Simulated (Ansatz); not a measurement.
## AlNi (Pm-3m): zone-centre modes under pressure

Aim: how do the optical modes of AlNi (Pm-3m) move with volume?

Calculated with Ansatz 0.2.0; DFT LDA, scalar-relativistic, plane waves, PAW; PAW set soft_1.

The database entry behind the starting cell differs from later determinations by our own check (about 0.2 % short), so it need not match the best structure at ambient conditions.

### Step 1. The starting structure

The structure is cubic, space group Pm-3m (No. 221). Conventional cell: a = 2.881 Å, b = 2.881 Å, c = 2.881 Å, α = 90.00°, β = 90.00°, γ = 90.00°. Al has 8 Ni at 2.50 Å nearest. Nearest to Ni lie 8 Al at 2.50 Å. Farther neighbours are not listed.

Coordinates:

```cif
data_structure
_symmetry_space_group_name_H-M 'P 1'
_symmetry_Int_Tables_number 1
_cell_length_a 2.8810
_cell_length_b 2.8810
_cell_length_c 2.8810
_cell_angle_alpha 90.000
_cell_angle_beta 90.000
_cell_angle_gamma 90.000
_cell_volume 23.91
loop_
_atom_site_label
_atom_site_type_symbol
_atom_site_fract_x
_atom_site_fract_y
_atom_site_fract_z
_atom_site_occupancy
Al1 Al 0.00000 0.00000 0.00000 1
Ni2 Ni 0.50000 0.50000 0.50000 1
```

### Step 2. A rough relaxation first

A rough relaxation comes first, because large forces or stress need no tight tolerances yet.

Input file input.yaml:

```yaml
crystal:
  lattice:
    - [2.881, 0.0, 0.0]
    - [0.0, 2.881, 0.0]
    - [0.0, 0.0, 2.881]
  atoms:
    - { symbol: Al, position: [0.0, 0.0, 0.0] }
    - { symbol: Ni, position: [0.5, 0.5, 0.5] }
kpoints:
  mp_grid: { grid: [8, 8, 8] }
hamiltonian:
  xc: lda
  pseudopotentials: { kind: paw, azcp: { folder: soft_1 }, xc_functional: pbe }
scf:
  occupations: { method: gaussian, width: 0.1 }
output:
  forces: true
  stress: true
  eigenvalues: true
relax:
  adjacent_minimum: "off"
  f_tol: 0.05
  max_steps: 80
  cell: { stress_tol: 0.5 }
```

Started as:

```console
$ ansatz run input.yaml --threads 4 --pin off --max-ram 10240MiB --backend cpu --events-out ev --progress --plain --runs-dir out
```

Numbers of over 12 decimals in the logs are rounded to 6 here.

Log:

```text
The last accepted step is kept in <dir> (removed where the run ends without a failure and the disk answers)
Engine: ansatz 0.2.0, aarch64-unknown-linux-gnu
Pseudopotentials: kind: paw
Pseudopotential: Al, paw, valence charge 3, recommended cutoff 420 eV (normal), soft_1/Al.paw.azcp
Pseudopotential: Ni, paw, valence charge 18, recommended cutoff 420 eV (normal), soft_1/Ni.paw.azcp
Functional definition: SPW92
[...]
--- Relaxed structure (3 steps of the walk, 3 accepted, 1 SCFs on fresh bases) ---
  F+E_penalty+E_count = -6287.66991959 eV   max|allowed force component| = 3.057e-30 eV/Å   (the final SCF, on the basis selected at the relaxed cell)
  cell:  # Å, volume = 22.7002 Å³
    - [2.831458, 0, 0]
    - [0, 2.831458, 0.0]
    - [0, 0.0, 2.831458]
  atoms:
    - { symbol: Al, position: [0, 0, 0] }
    - { symbol: Ni, position: [0.5, 0.5, 0.5] }
[key lines of the parts left out:]
SCF converged after 8 iterations
Free energy (F): -6287.669920 eV
Fermi energy:    14.366735 eV
P = ⅓ Tr σ = 0.2934 GPa (2.934 kbar)
```

It took 1.4 s on 4 threads of Arm Neoverse V1, shared host; peak memory 0.28 GiB.

This run has no spin polarisation, although Ni can carry a moment.

Relaxation path:

```csv
step,energy less that of the first step (eV),largest force component (eV/Å),pressure (GPa),volume (Å³)
1,0.0000,0.0000,-8.41,23.91
2,-0.0276,0.0000,-3.44,23.18
3,-0.0325,0.0000,0.32,22.70
4*,-0.0323,0.0000,0.29,22.70
```

Relaxation steps marked * repeat the geometry before them on a plane-wave basis chosen anew for their cell, so energy and pressure can jump there.

The run keeps the 48 symmetry operations that it works with, so distortions that break them were not tested.

```csv
"conventional cell, symmetrised",before,after,change
a (Å),2.881,2.831,-1.7 %
b (Å),2.881,2.831,-1.7 %
c (Å),2.881,2.831,-1.7 %
volume (Å³/atom),11.96,11.35,-5.1 %
```

Final coordinates:

```cif
data_structure
_symmetry_space_group_name_H-M 'P 1'
_symmetry_Int_Tables_number 1
_cell_length_a 2.8315
_cell_length_b 2.8315
_cell_length_c 2.8315
_cell_angle_alpha 90.000
_cell_angle_beta 90.000
_cell_angle_gamma 90.000
_cell_volume 22.70
loop_
_atom_site_label
_atom_site_type_symbol
_atom_site_fract_x
_atom_site_fract_y
_atom_site_fract_z
_atom_site_occupancy
Al1 Al 0.00000 0.00000 0.00000 1
Ni2 Ni 0.50000 0.50000 0.50000 1
```

Numbers from this step:

```
pressure          : 0.2934 GPa
volume per atom   : 11.35 Å³
gap on the k-mesh : 0 eV
```

In this step the volume went from 11.96 to 11.35 Å³/atom.

### Step 3. Bringing the structure to rest

Harmonic phonons are second derivatives at a point where the forces vanish, and they are wanted at zero stress, so atoms and cell are relaxed first.

input.yaml, the sections that differ from step 2:

```yaml
crystal:
  lattice:
    - [2.8314583044, 0.0, 0.0]
    - [0.0, 2.8314583044, 0.0]
    - [0.0, 0.0, 2.8314583044]
  atoms:
    - { symbol: Al, position: [0.0, 0.0, 0.0] }
    - { symbol: Ni, position: [0.5, 0.5, 0.5] }
kpoints:
  mp_grid: { grid: [14, 14, 14] }
relax:
  adjacent_minimum: "off"
  f_tol: 0.005
  max_steps: 80
  cell: { stress_tol: 0.05 }
# hamiltonian, scf, output: as in step 2
```

Log:

```text
[...]
Crystal: 2 atoms, lattice volume = 22.700 Å³
Basis set: ecut = 420 eV, 461 PW (Γ)
Bands: 15, of which v1, the nominal top of the filled ones, is band 11 counted from 1 (10 counted from 0)
Symmetry: 48 space group operations
[...]
k-points: 120 of 2744
[...]
k-point 119: bands = [... 7 lower, 13.3652, 13.3652, 16.3681, 16.3681, 16.3681, 18.4721, 19.1532, 19.1532]
--- Relaxed structure (3 steps of the walk, 3 accepted, 1 SCFs on fresh bases) ---
[...]
cell:  # Å, volume = 22.7195 Å³
    - [2.832260, 0, 0.0]
    - [0, 2.832260, 0]
    - [0.0, 0, 2.832260]
  atoms:
    - { symbol: Al, position: [0, 0, 0] }
    - { symbol: Ni, position: [0.5, 0.5, 0.5] }
[key lines of the parts left out:]
SCF converged after 8 iterations
Free energy (F): -6287.674491 eV
Fermi energy:    14.396770 eV
P = ⅓ Tr σ = 0.0010 GPa (0.010 kbar)
```

The job ended after 3 s (4 threads; peak memory 0.33 GiB; 10 s of CPU time).

Little changed from the start: no atom moved by 0.005 Å and no cell edge by 0.1 %.

Numbers from this step:

| Item | Value |
| --- | --- |
| pressure | 9.54e-4 GPa |
| volume per atom | 11.36 Å³ |

In this step the volume went from 11.35 to 11.36 Å³/atom.

### Step 4. Tight relaxation

Phonons need small forces and stress, so the relaxation is finished with tight tolerances on 16×16×16 k points.

input.yaml, the sections that differ from step 3:

```yaml
crystal:
  lattice:
    - [2.8322599856, 0.0, 0.0]
    - [0.0, 2.8322599856, 0.0]
    - [0.0, 0.0, 2.8322599856]
  atoms:
    - { symbol: Al, position: [0.0, 0.0, 0.0] }
    - { symbol: Ni, position: [0.5, 0.5, 0.5] }
kpoints:
  mp_grid: { grid: [16, 16, 16] }
scf:
  occupations: { method: methfessel_paxton, width: 0.2 }
relax:
  adjacent_minimum: "off"
  f_tol: 0.001
  max_steps: 60
  cell: { stress_tol: 0.01 }
# hamiltonian, output: as in step 3
```

Log:

```text
[...]
Crystal: 2 atoms, lattice volume = 22.720 Å³
Basis set: ecut = 420 eV, 461 PW (Γ)
Bands: 15, of which v1, the nominal top of the filled ones, is band 11 counted from 1 (10 counted from 0)
Symmetry: 48 space group operations
[...]
k-points: 165 of 4096
[...]
k-point 164: bands = [... 7 lower, 13.3755, 13.3755, 16.3746, 16.3746, 16.3746, 18.4806, 19.1625, 19.1625]
--- Relaxed structure (3 steps of the walk, 3 accepted, 1 SCFs on fresh bases) ---
[...]
cell:  # Å, volume = 22.7113 Å³
    - [2.831917, 0, 0]
    - [0, 2.831917, 0.0]
    - [0, 0.0, 2.831917]
  atoms:
    - { symbol: Al, position: [0, 0, 0] }
    - { symbol: Ni, position: [0.5, 0.5, 0.5] }
[key lines of the parts left out:]
SCF converged after 3 iterations
Free energy (F): -6287.674530 eV
Fermi energy:    14.428828 eV
P = ⅓ Tr σ = 0.0011 GPa (0.011 kbar)
```

Run time: 3.4 s. Hardware: 4 threads; peak memory 0.36 GiB; 12 s of CPU time.

Little changed from the start: no atom moved by 0.005 Å and no cell edge by 0.1 %.

Numbers from this step:

- pressure: 0.001143 GPa

The forces vanish by symmetry and the pressure is 0.001 GPa, within the tolerances set. The cell now holds 11.36 Å³/atom.

### Step 5. Modes at rest

Phonons follow from the second derivative of the energy, found here by linear response.

The modes at rest are the reference of the series.

input.yaml, the sections that differ from step 4:

```yaml
crystal:
  lattice:
    - [2.8319166233, 0.0, 0.0]
    - [0.0, 2.8319166233, 0.0]
    - [0.0, 0.0, 2.8319166233]
  atoms:
    - { symbol: Al, position: [0.0, 0.0, 0.0] }
    - { symbol: Ni, position: [0.5, 0.5, 0.5] }
output:
  eigenvalues: true
phonons:
  method: dfpt
# kpoints, hamiltonian, scf: as in step 4
# relax: removed
```

Log:

```text
[...]
Crystal: 2 atoms, lattice volume = 22.711 Å³
Basis set: ecut = 420 eV, 461 PW (Γ), exchange–correlation on 40×40×40 points (8 copies of the dense FFT grid, shifted against one another)
Bands: 15, of which v1, the nominal top of the filled ones, is band 11 counted from 1 (10 counted from 0)
Symmetry: 48 space group operations
k-points: 405 of 4096 (irreducible under 8 space group operations, time reversal used)
[...]
SCF iter   1: F=—  HF=-6288.058628 eV  |F-HF|=—  |Δ(HF+E_count)|=         —  Δρ=7.31e-2  dr2=1.30e0  ethr=3.10e-3  ⟨swp⟩=4.0  Hψ=27016  notcnv=0
[...]
SCF iter   9: F=-6287.674529 eV  HF=-6287.674529 eV  |F-HF|=5.46e-12  |Δ(HF+E_count)|=  3.35e-10  S|Δr|=    0.00e0  Δρ=1.89e-7  dr2=4.60e-12  ethr=1.00e-12  ⟨swp⟩=5.3  Hψ=31023  notcnv=0
SCF 1 converged in 9 iterations: F = -6287.674529 eV  dr2 = 4.60e-12
[...]
DFPT response loops at Γ: preconditioner auto → Kerker (q_TF=auto, 2.693 Å⁻¹) (partly filled bands, converged f_vac=0.000); β = 1.00, the filter's whole step (`scf.mixing.beta` (0.50) is not read by the response loops under this deck's `scf.mixing.preconditioner`; to damp them name `kerker` or `kerker_dos`, under which they read `scf.mixing.beta`, and type it under 1.00, their step now; both keys bind the ground state too); Broyden in place of MSR1
SCF converged after 9 iterations
[...]
Free energy (F): -6287.674529 eV
[...]
Internal energy: -6287.675536 eV  (E = F + TS)
E sigma→0 (E₀):  -6287.674781 eV
Entropy (-TS):   0.001007 eV (0.503 meV/atom)
Fermi energy:    14.428827 eV
[...]
--- Band table (eV; the first three rows and the last of 405) ---
  k-point 0: bands = [... 7 lower, 12.7700, 12.7700, 12.7700, 20.0987, 20.0987, 20.0987, 22.7756, 22.7756]
  k-point 1: bands = [... 7 lower, 12.7360, 12.7360, 12.7738, 19.2954, 20.1971, 20.1971, 22.7762, 23.5090]
  k-point 2: bands = [... 7 lower, 12.6419, 12.6419, 12.7844, 17.8878, 20.4847, 20.4847, 22.7782, 24.6781]
  k-point 404: bands = [... 7 lower, 13.3755, 13.3755, 16.3746, 16.3746, 16.3746, 18.4806, 19.1625, 19.1625]
--- Phonons (Γ-DFPT): 2 representative perturbations + reference, on 405 of 4096 k-points (Σ response iterations 6) ---
  k mesh reduced under 8 symmetry operations, with k and −k counted as one. Each operation leaves every solved perturbation unchanged. A smaller set is not used because it would not reduce the number of displacements times k-points to solve
  ASR residual: 1.456e-4 → 0.000e0 eV/Å²; symmetrization residual: 8.857e-7 eV/Å²
  ASR residual per site (eV/Å²): 5.01e-6 1.46e-4
  Γ frequencies (cm⁻¹): 0.00 0.00 0.00 307.26 307.26 307.26
  non-analytic LO–TO correction: not included (Born effective charges unavailable; polar crystals: no LO–TO splitting at Γ)
```

The job ended after 9.2 s (4 threads; peak memory 0.67 GiB; 34 s of CPU time).

The column dr2 measures how far the density is from self-consistency, as an energy; F and HF (Harris–Foulkes) agree once it is small.

This step gave:

```yaml
sum_rule_residual_before_enforcement: 1.46e-4 eV/Å²
point_group: m-3m
highest_optical_mode_at_the_zone_centre_no_lo_to_term: 307.3 cm⁻¹
lowest_optical_zone_centre_mode: 307.3 cm⁻¹
```

Patterns of degenerate modes are one choice out of their space. The modes at Γ (shares of kinetic energy by element, %):

```csv
mode,frequency (cm⁻¹),symmetry,Al %,Ni %
1,0.0,acoustic,31,69
2,0.0,acoustic,31,69
3,0.0,acoustic,31,69
4,307.3,T1u,69,31
5,307.3,T1u,69,31
6,307.3,T1u,69,31
```

Displacements in mode 4 (307.3 cm⁻¹), the largest set to 1:
```
Al1  0.00  0.00  1.00
Ni2  0.00  0.00 -0.46
```

Before it was imposed, the acoustic sum rule was missed by 1.5e-4 eV/Å². Small misses are needed for a sound result but don't prove that mesh and cutoff are converged. The lowest optical mode is real, 307 cm⁻¹.

### Step 6. Ground state of a member: 1.06 times the volume at rest

The cell is set to 1.06 times the volume at rest; symmetry leaves nothing else free, so this is a single point.

input.yaml, the sections that differ from step 5:

```yaml
crystal:
  lattice:
    - [2.8874585012, 0.0, 0.0]
    - [0.0, 2.8874585012, 0.0]
    - [0.0, 0.0, 2.8874585012]
  atoms:
    - { symbol: Al, position: [0.0, 0.0, 0.0] }
    - { symbol: Ni, position: [0.5, 0.5, 0.5] }
output:
  forces: true
  stress: true
  eigenvalues: true
# kpoints, hamiltonian, scf: as in step 5
# phonons: removed
```

Log:

```text
[...]
Crystal: 2 atoms, lattice volume = 24.074 Å³
Basis set: ecut = 420 eV, 461 PW (Γ)
Bands: 15, of which v1, the nominal top of the filled ones, is band 11 counted from 1 (10 counted from 0)
Symmetry: 48 space group operations
[...]
k-points: 165 of 4096
[...]
SCF iter   1: F=—  HF=-6288.066630 eV  |F-HF|=—  |Δ(HF+E_count)|=         —  Δρ=8.59e-2  dr2=1.80e0  ethr=3.10e-3  ⟨swp⟩=4.1  Hψ=11026  notcnv=0
[...]
SCF iter   8: F=-6287.631787 eV  HF=-6287.631787 eV  |F-HF|=5.23e-10  |Δ(HF+E_count)|=   2.83e-8  S|Δr|=    0.00e0  Δρ=1.76e-6  dr2=5.24e-10  ethr=4.76e-10  ⟨swp⟩=5.9  Hψ=10240  notcnv=0
SCF 1 converged in 8 iterations: F = -6287.631787 eV  dr2 = 5.24e-10
[...]
SCF converged after 8 iterations
[...]
Free energy (F): -6287.631787 eV
[...]
Internal energy: -6287.632848 eV  (E = F + TS)
E sigma→0 (E₀):  -6287.632052 eV
Entropy (-TS):   0.001062 eV (0.531 meV/atom)
Fermi energy:    13.425228 eV
[...]
--- Stress (GPa, compression-positive) ---
       -9.541043       0.000000       0.000000
        0.000000      -9.541043       0.000000
        0.000000       0.000000      -9.541043
  P = ⅓ Tr σ = -9.5410 GPa (-95.410 kbar)
--- Band table (eV; the first three rows and the last of 165) ---
  k-point 0: bands = [... 7 lower, 11.8872, 11.8872, 11.8872, 18.8419, 18.8419, 18.8419, 21.5855, 21.5855]
  k-point 1: bands = [... 7 lower, 11.8556, 11.8556, 11.8905, 18.0771, 18.9364, 18.9364, 21.5896, 22.2713]
  k-point 2: bands = [... 7 lower, 11.7684, 11.7684, 11.9002, 16.7158, 19.2129, 19.2129, 21.6019, 23.3548]
  k-point 164: bands = [... 7 lower, 12.4441, 12.4441, 15.4192, 15.4192, 15.4192, 16.9480, 17.8985, 17.8985]
```

Wall time 1 s (4 threads); peak memory 0.34 GiB.

Numbers from this step:

| Quantity | Value |
| --- | --- |
| pressure | -9.541 GPa |
| volume per atom | 12.04 Å³ |

The forces vanish by symmetry, at a pressure of -9.54 GPa.

### Step 7. Zone-centre modes of the member: 1.06 times the volume at rest

The zone-centre modes follow for 1.06 times the volume at rest.

Edit input.yaml of step 6 so:

```diff
@@ -16,4 +16,4 @@
 output:
-  forces: true
-  stress: true
   eigenvalues: true
+phonons:
+  method: dfpt
```

Log:

```text
[...]
Crystal: 2 atoms, lattice volume = 24.074 Å³
Basis set: ecut = 420 eV, 461 PW (Γ), exchange–correlation on 40×40×40 points (8 copies of the dense FFT grid, shifted against one another)
Bands: 15, of which v1, the nominal top of the filled ones, is band 11 counted from 1 (10 counted from 0)
Symmetry: 48 space group operations
k-points: 405 of 4096 (irreducible under 8 space group operations, time reversal used)
[...]
SCF iter   1: F=—  HF=-6288.066630 eV  |F-HF|=—  |Δ(HF+E_count)|=         —  Δρ=8.59e-2  dr2=1.80e0  ethr=3.10e-3  ⟨swp⟩=4.0  Hψ=26974  notcnv=0
[...]
SCF iter   9: F=-6287.631786 eV  HF=-6287.631786 eV  |F-HF|=4.55e-12  |Δ(HF+E_count)|=  7.19e-11  S|Δr|=    0.00e0  Δρ=1.23e-7  dr2=4.27e-12  ethr=1.00e-12  ⟨swp⟩=5.2  Hψ=29854  notcnv=0
SCF 1 converged in 9 iterations: F = -6287.631786 eV  dr2 = 4.27e-12
[...]
SCF converged after 9 iterations
[...]
Free energy (F): -6287.631786 eV
[...]
Internal energy: -6287.632848 eV  (E = F + TS)
E sigma→0 (E₀):  -6287.632052 eV
Entropy (-TS):   0.001062 eV (0.531 meV/atom)
Fermi energy:    13.425238 eV
[...]
--- Band table (eV; the first three rows and the last of 405) ---
  k-point 0: bands = [... 7 lower, 11.8872, 11.8872, 11.8872, 18.8419, 18.8419, 18.8419, 21.5855, 21.5855]
  k-point 1: bands = [... 7 lower, 11.8556, 11.8556, 11.8906, 18.0771, 18.9364, 18.9364, 21.5896, 22.2713]
  k-point 2: bands = [... 7 lower, 11.7684, 11.7684, 11.9002, 16.7158, 19.2129, 19.2129, 21.6019, 23.3548]
  k-point 404: bands = [... 7 lower, 12.4441, 12.4441, 15.4192, 15.4192, 15.4192, 16.9480, 17.8985, 17.8985]
[...]
ASR residual: 5.266e-5 → 0.000e0 eV/Å²; symmetrization residual: 2.165e-6 eV/Å²
  ASR residual per site (eV/Å²): 4.08e-5 5.27e-5
  Γ frequencies (cm⁻¹): 0.00 0.00 0.00 271.62 271.62 271.62
[...]
```

Elapsed: 9.4 s, on 4 threads; peak memory 0.69 GiB; 34 s of CPU time.

Numbers from this step:

* sum-rule residual before enforcement: 5.27e-5 eV/Å²
* highest optical mode at the zone centre (no LO-TO term): 271.6 cm⁻¹
* lowest optical zone-centre mode: 271.6 cm⁻¹

Patterns of degenerate modes are one choice out of their space. Modes at Γ, with each element's share of the kinetic energy:

```csv
mode,frequency (cm⁻¹),symmetry,Al %,Ni %
1,0.0,acoustic,31,69
2,0.0,acoustic,31,69
3,0.0,acoustic,31,69
4,271.6,T1u,69,31
5,271.6,T1u,69,31
6,271.6,T1u,69,31
```

The optical mode lies at 271.6 cm⁻¹.

Between step 5 and this run (volume ratio 1.06) the value for the highest optical mode at the zone centre (no LO-TO term) moves from 307 cm⁻¹ to 272 cm⁻¹ (-12 %).

(Part 1 of 2 ends here.)

[Logs are printed without paths, hosts, clocks, repeated set-up lines and the standing remarks that a program may print on its own settings, such as how far it seeks lower states.]

[Hosts, paths, dates, database ids (printed as entryN), source tags and the programs' standing remarks are cut or masked in the printed files.]
